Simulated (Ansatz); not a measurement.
# ZnS (Wurtzite-2H, P6_3mc): modes against biaxial strain in the (0001) plane, that of a and b, part 2 of 4

Wanted: the shifts of the zone-centre modes of ZnS (Wurtzite-2H, P6_3mc) with strain.

Ansatz 0.2.0; DFT LDA, scalar-relativistic, plane waves, PAW; PAW set soft_1.

So far. Step 3 (Tight relaxation): The largest force component left is 0.24 meV/Å and the pressure is -0.003 GPa, within the tolerances set. The cell now holds 18.58 Å³/atom.

The database entry behind the starting cell differs from later determinations by our own check (about 0.4 % short), so it need not match the best structure at ambient conditions.

## Step 4: Zone-centre response at rest

The modes at rest are the reference of the series, and the response to a field gives the dielectric tensor and the Born charges.

File input.yaml:

```yaml
crystal:
  lattice:
    - [3.7381579092, 0.0, 0.0]
    - [-1.8690789546, 3.2373397127, 0.0]
    - [0.0, 0.0, 6.1428450369]
  atoms:
    - { symbol: S, position: [0.3333333333, 0.6666666667, 0.3794072714] }
    - { symbol: S, position: [0.6666666667, 0.3333333333, 0.8794072714] }
    - { symbol: Zn, position: [0.3333333333, 0.6666666667, 0.0055927286] }
    - { symbol: Zn, position: [0.6666666667, 0.3333333333, 0.5055927286] }
kpoints:
  mp_grid: { grid: [12, 12, 8] }
hamiltonian:
  xc: lda
  pseudopotentials: { kind: paw, azcp: { folder: soft_1 }, xc_functional: pbe }
scf:
  occupations: { method: fixed }
output:
  eigenvalues: true
phonons:
  method: dfpt
  dielectric: true
  rigid_motions: translations
```

On the command line:

```console
ansatz run input.yaml --threads 8 --pin off --max-ram 16384MiB --backend cpu --events-out ev --progress --plain --runs-dir out
```

Numbers of over 12 decimals in the logs are rounded to 6 here.

What it wrote:

```text
[...]
Crystal: 4 atoms, lattice volume = 74.339 Å³
Basis set: ecut = 420 eV, 1449 PW (Γ), exchange–correlation on 50×50×96 points (8 copies of the dense FFT grid, shifted against one another)
Bands: 22, of which v1, the nominal top of the filled ones, is band 18 counted from 1 (17 counted from 0)
Symmetry: 12 space group operations
k-points: 320 of 1152 (irreducible under 2 space group operations, time reversal used)
[...]
SCF iter   1: F=—  HF=-8235.082232 eV  |F-HF|=—  |Δ(HF+E_count)|=         —  Δρ=3.82e-2  dr2=6.78e-1  ethr=3.10e-3  ⟨swp⟩=5.0  Hψ=34841  notcnv=0  defer=612
[...]
SCF iter  10: F=-8234.872515 eV  HF=-8234.872515 eV  |F-HF|=1.27e-11  |Δ(HF+E_count)|=  4.60e-10  Δρ=3.32e-7  dr2=6.64e-11  ethr=1.00e-12  ⟨swp⟩=8.5  Hψ=58883  notcnv=0
SCF 1 converged in 10 iterations: F = -8234.872515 eV  dr2 = 6.64e-11
[...]
DFPT response loops at Γ: preconditioner auto → Resta (q_TF=auto, 2.418 Å⁻¹)  ε∞=5.2 (no band partly filled); β = 1.00, the filter's whole step (`scf.mixing.beta` (0.50) is not read by the response loops at its default; to damp them type it under 1.00, their step now; it binds the ground state too); Broyden in place of MSR1
── the response to a field inside a basis, on 12×12×8 k-points: an SCF that follows is theirs, and a resumed run solves both again ──
Bands: 19, of which v1, the nominal top of the filled ones, is band 18 counted from 1 (17 counted from 0)
k-points: 168 of 1152 (irreducible under 4 space group operations, time reversal used)
[...]
Eigensolver: Dense (168 Hₖ)
SCF iter   1: F=—  HF=-8234.869719 eV  |F-HF|=—  |Δ(HF+E_count)|=         —  Δρ=1.42e-4  dr2=2.24e-6  ethr=1.00e-1
[...]
SCF iter   4: F=-8234.869720 eV  HF=-8234.869720 eV  |F-HF|=1.39e-8  |Δ(HF+E_count)|=   1.88e-7  Δρ=5.28e-6  dr2=4.88e-9  ethr=2.75e-10
SCF 1 converged in 4 iterations: F = -8234.869720 eV  dr2 = 4.88e-9
[...]
SCF converged after 10 iterations
Free energy (F): -8234.872515 eV
[...]
Internal energy: -8234.872515 eV  (E = F + TS)
E sigma→0 (E₀):  -8234.872515 eV
Fermi energy:    6.314156 eV
[...]
--- Band table (eV; the first three rows and the last of 320) ---
  k-point 0: bands = [... 14 lower, 5.3240, 6.2107, 6.3142, 6.3142, 8.5001, 9.3041, 12.4038, 12.4038]
  k-point 1: bands = [... 14 lower, 5.3583, 5.8276, 6.2723, 6.2723, 8.8359, 9.3443, 12.4267, 12.4267]
  k-point 2: bands = [... 14 lower, 5.4571, 5.4571, 6.1553, 6.1553, 9.4329, 9.4611, 12.3546, 12.5049]
  k-point 319: bands = [... 14 lower, 3.4891, 3.4891, 4.6831, 4.6831, 10.6358, 10.6358, 12.5182, 12.5182]
--- Phonons (Γ-DFPT): 4 representative perturbations + reference, on 320 of 1152 k-points (Σ response iterations 12) ---
  k mesh reduced under 2 symmetry operations, with k and −k counted as one. Each operation leaves every solved perturbation unchanged. A smaller set is not considered because the run solves the response to a homogeneous field
  ASR residual: 2.288e-4 → 0.000e0 eV/Å²; symmetrization residual: 1.405e-5 eV/Å²
  ASR residual per site (eV/Å²): 1.27e-4 1.27e-4 2.29e-4 2.29e-4
  Γ frequencies (cm⁻¹): 0.00 0.00 0.00 70.57 70.57 199.81 289.37 293.46 293.46 299.12 299.12 348.89
  ε∞ (high-frequency dielectric tensor):
        6.059318     0.000000     0.000000
        0.000000     6.059318     0.000000
        0.000000     0.000000     6.191779
  ε⁰ (static dielectric tensor: ions relaxed, cell fixed):
        8.458432     0.000000     0.000000
        0.000000     8.458432    -0.000000
        0.000000    -0.000000     8.957274
  ε⁰ − ε∞ (ionic part):
        2.399114    -0.000000     0.000000
       -0.000000     2.399114    -0.000000
        0.000000    -0.000000     2.765495
  softest optical mode at Γ: 70.57 cm⁻¹; the repairs (sum rule, projections) moved no ω² at Γ by more than (1.58 cm⁻¹)²
  Born effective charges Z* (e; rows j = field, columns β = displacement):
    site 0:
        -1.83226   -0.00000   -0.00000
        -0.00000   -1.83226   -0.00000
         0.00000   -0.00000   -1.93980
    site 1:
        -1.83226    0.00000    0.00000
         0.00000   -1.83226   -0.00000
        -0.00000   -0.00000   -1.93980
    site 2:
         1.83226    0.00000    0.00000
        -0.00000    1.83226    0.00000
         0.00000    0.00000    1.93980
    site 3:
         1.83226   -0.00000    0.00000
         0.00000    1.83226    0.00000
         0.00000    0.00000    1.93980
  Z* charge neutrality: 3.290e-4 e pre-enforcement
  solved inside a basis spanned on kpoints, on 12×12×8 k-points, its susceptibility summed on 16×16×8: ε∞ is read to err by 2.0e-2, Z* by 1.3e-2 e (field_mesh: kpoints solves on kpoints); Z* is corrected for what the basis lacks
  optical modes at Γ without the LO–TO term, one row a degenerate level:
      ω (cm⁻¹)  modes    IR ((D/Å)²/amu)
         70.57      2             0.0000
        199.81      1             0.0000
        289.37      1             8.0711
        293.46      2            14.4021
        299.12      2             0.0000
        348.89      1             0.0000
  optical modes at Γ + LO–TO along q̂ = [1.0000, 0.0000, 0.0000]:
      ω (cm⁻¹)  modes    IR ((D/Å)²/amu)
         70.57      2             0.0000
        199.81      1             0.0000
        289.37      1             8.0711
        293.46      1             7.2010
        299.12      2             0.0000
        346.72      1             7.2010
        348.89      1             0.0000
  optical modes at Γ + LO–TO along q̂ = [0.0000, 1.0000, 0.0000]:
      ω (cm⁻¹)  modes    IR ((D/Å)²/amu)
         70.57      2             0.0000
        199.81      1             0.0000
        289.37      1             8.0711
        293.46      1             7.2010
        299.12      2             0.0000
        346.72      1             7.2010
        348.89      1             0.0000
  optical modes at Γ + LO–TO along q̂ = [0.0000, 0.0000, 1.0000]:
      ω (cm⁻¹)  modes    IR ((D/Å)²/amu)
         70.57      2             0.0000
        199.81      1             0.0000
        293.46      2            14.4021
        299.12      2             0.0000
        348.04      1             8.0711
        348.89      1             0.0000
```

The job ended after 2.2 min (8 threads of Intel Xeon at 2.70GHz, shared host; peak memory 2.5 GiB; 14 min of CPU time).

Numbers from this step:

| Quantity | Value |
| --- | --- |
| sum-rule residual before enforcement | 2.29e-4 eV/Å² |
| miss of the charge sum rule | 3.29e-4 e |
| estimated error of the dielectric tensor | 0.02005 |
| estimated error of the Born charges | 0.01329 e |
| point group | 6mm |
| highest optical mode at the zone centre (no LO-TO term) | 348.9 cm⁻¹ |
| lowest optical zone-centre mode | 70.57 cm⁻¹ |
| mean high-frequency dielectric constant | 6.103 |
| largest Born charge (third of the trace) | -1.868 e |
| mean static dielectric constant | 8.625 |
| top of the zone-centre spectrum with the field | 348.9 cm⁻¹ |

Without the LO-TO term. Patterns of degenerate modes are one choice out of their space. Modes at Γ, with each element's share of the kinetic energy:

```
mode  frequency (cm⁻¹)  symmetry  S %  Zn %
   1               0.0  acoustic   33    67
   2               0.0  acoustic   33    67
   3               0.0  acoustic   33    67
   4              70.6        E2   26    74
   5              70.6        E2   26    74
   6             199.8        B1    4    96
   7             289.4        A1   67    33
   8             293.5        E1   67    33
   9             293.5        E1   67    33
  10             299.1        E2   74    26
  11             299.1        E2   74    26
  12             348.9        B1   96     4
```

Displacements in mode 5 (70.6 cm⁻¹), the largest set to 1:
```
S1  -0.84  0.00  0.00
S2   0.84  0.00  0.00
Zn3  1.00  0.00  0.00
Zn4 -1.00  0.00  0.00
```

Displacements in mode 12 (348.9 cm⁻¹), the largest set to 1:
```
S1   0.00  0.00 -1.00
S2   0.00  0.00  1.00
Zn3  0.00  0.00  0.14
Zn4  0.00  0.00 -0.14
```

Optical modes at the zone centre, without and with the macroscopic field of the longitudinal modes; each column is sorted by frequency, so a row need not hold one and the same mode. Modes with and without the field, by row:

```
rank among optical modes  no field (cm⁻¹)  q along (1, 0, 0) (cm⁻¹)  q along (0, 0, 1) (cm⁻¹)
                       1             70.6                      70.6                      70.6
                       2             70.6                      70.6                      70.6
                       3            199.8                     199.8                     199.8
                       4            289.4                     289.4                     293.5
                       5            293.5                     293.5                     293.5
                       6            293.5                     299.1                     299.1
                       7            299.1                     299.1                     299.1
                       8            299.1                     346.7                       348
                       9            348.9                     348.9                     348.9
```

Born charge (rows field, columns displacement) (e), principal values of the symmetric part by kind of site:

```
atom  atoms with these values    low  middle   high   mean
  S1                        2  -1.94   -1.83  -1.83  -1.87
 Zn3                        2   1.83    1.83   1.94   1.87
```

In full for Zn3:

```
1.83 0.00 0.00
0.00 1.83 0.00
0.00 0.00 1.94
```

High-frequency dielectric tensor:

```
6.06 0.00 0.00
0.00 6.06 0.00
0.00 0.00 6.19
```

Static dielectric tensor (ions relaxed, fixed cell):

```
8.46 0.00 0.00
0.00 8.46 0.00
0.00 0.00 8.96
```

Transverse modes. Infrared lines, with heights relative to the strongest:

```
position (cm⁻¹)  label  relative intensity
             71     E2                 0.0
            200     B1                 0.0
            289     A1                  56
            294     E1                 100
            299     E2                 0.0
            349     B1                 0.0
```

Before it was imposed, the acoustic sum rule was missed by 2.3e-4 eV/Å² and the charge sum rule by 3.3e-4 e. Small misses are needed for a sound result but don't prove that mesh and cutoff are converged. The lowest optical mode is real, 70.6 cm⁻¹.

## Step 5: Relaxation of a member: biaxial strain of +4 % in the (0001) plane, that of a and b

The cell takes a biaxial strain of +4 % in the (0001) plane, that of a and b. The strained lengths are held, while the rest of the cell and the atoms relax.

input.yaml, the sections that differ from step 4:

```yaml
crystal:
  lattice:
    - [3.8876842256, 0.0, 0.0]
    - [-1.9438421128, 3.3668333013, 0.0]
    - [0.0, 0.0, 6.0324272812]
  atoms:
    - { symbol: S, position: [0.3333333333, 0.6666666667, 0.3838251697] }
    - { symbol: S, position: [0.6666666667, 0.3333333333, 0.8838251697] }
    - { symbol: Zn, position: [0.3333333333, 0.6666666667, 0.0011748303] }
    - { symbol: Zn, position: [0.6666666667, 0.3333333333, 0.5011748303] }
output:
  forces: true
  stress: true
  eigenvalues: true
relax:
  adjacent_minimum: "off"
  f_tol: 0.001
  max_steps: 60
  cell: { stress_tol: 0.01, fix: [a, b, gamma] }
# kpoints, hamiltonian, scf: as in step 4
# phonons: removed
```

What it wrote:

```text
[...]
Crystal: 4 atoms, lattice volume = 78.960 Å³
Basis set: ecut = 420 eV, 1533 PW (Γ)
Bands: 22, of which v1, the nominal top of the filled ones, is band 18 counted from 1 (17 counted from 0)
Symmetry: 12 space group operations
[...]
k-points: 95 of 1152 (time reversal used)
[...]
cell:  # Å, volume = 78.4978 Å³
    - [3.887684, 0, 0.0]
    - [-1.943842, 3.366833, -3.6434260331580617e-19]
    - [0.0, -6.528004398404819e-19, 5.997148]
  atoms:
    - { symbol: S, position: [0.333333, 0.666667, 0.385150] }
    - { symbol: S, position: [0.666667, 0.333333, 0.885150] }
    - { symbol: Zn, position: [0.333333, 0.666667, -0.00014965] }
    - { symbol: Zn, position: [0.666667, 0.333333, 0.499850] }
[key lines of the parts left out:]
SCF converged after 7 iterations
Free energy (F): -8234.754032 eV
Fermi energy:    5.649526 eV
P = ⅓ Tr σ = -4.0237 GPa (-40.237 kbar)
```

It took 12 s on 8 threads; peak memory 0.54 GiB; 80 s of CPU time.

Step by step:

```
step  energy less that of the first step (eV)  largest force component (eV/Å)  pressure (GPa)  volume (Å³)
   1                                   0.0000                          0.0476           -4.39        78.96
   2                                  -0.0014                          0.0314           -4.10        78.61
   3                                  -0.0017                          0.0141           -4.00        78.48
   4                                  -0.0017                          0.0001           -4.02        78.50
  5*                                  -0.0015                          0.0001           -4.02        78.50
```

Relaxation steps marked * repeat the geometry before them on a plane-wave basis chosen anew for their cell, so energy and pressure can jump there.

Forces are held to the 12 operations that the run works with; a distortion that breaks them can't arise in this run.

```
conventional cell, symmetrised  before  after  change
                         a (Å)   3.888  3.888  +0.0 %
                         b (Å)   3.888  3.888  +0.0 %
                         c (Å)   6.032  5.997  -0.6 %
              volume (Å³/atom)   19.74  19.62  -0.6 %
```

The relaxed structure:

```xyz
4
Lattice="3.8877 0.0000 0.0000 -1.9438 3.3668 0.0000 0.0000 0.0000 5.9971" Properties=species:S:1:pos:R:3 pbc="T T T"
S     0.0000    2.2446    2.3098
S     1.9438    1.1223    5.3084
Zn    0.0000    2.2446   -0.0009
Zn    1.9438    1.1223    2.9977
```

This step gave:

| Property | Result |
| --- | --- |
| pressure | -4.024 GPa |
| gap on the k-mesh | 1.886 eV |
| volume per atom | 19.62 Å³ |

The largest force component left is 0.070 meV/Å.

(Part 2 of 4 ends here.)

[Logs are printed without paths, hosts, clocks, repeated set-up lines and the standing remarks that a program may print on its own settings, such as how far it seeks lower states.]

[Hosts, paths, dates, database ids (printed as entryN), source tags and the programs' standing remarks are cut or masked in the printed files.]
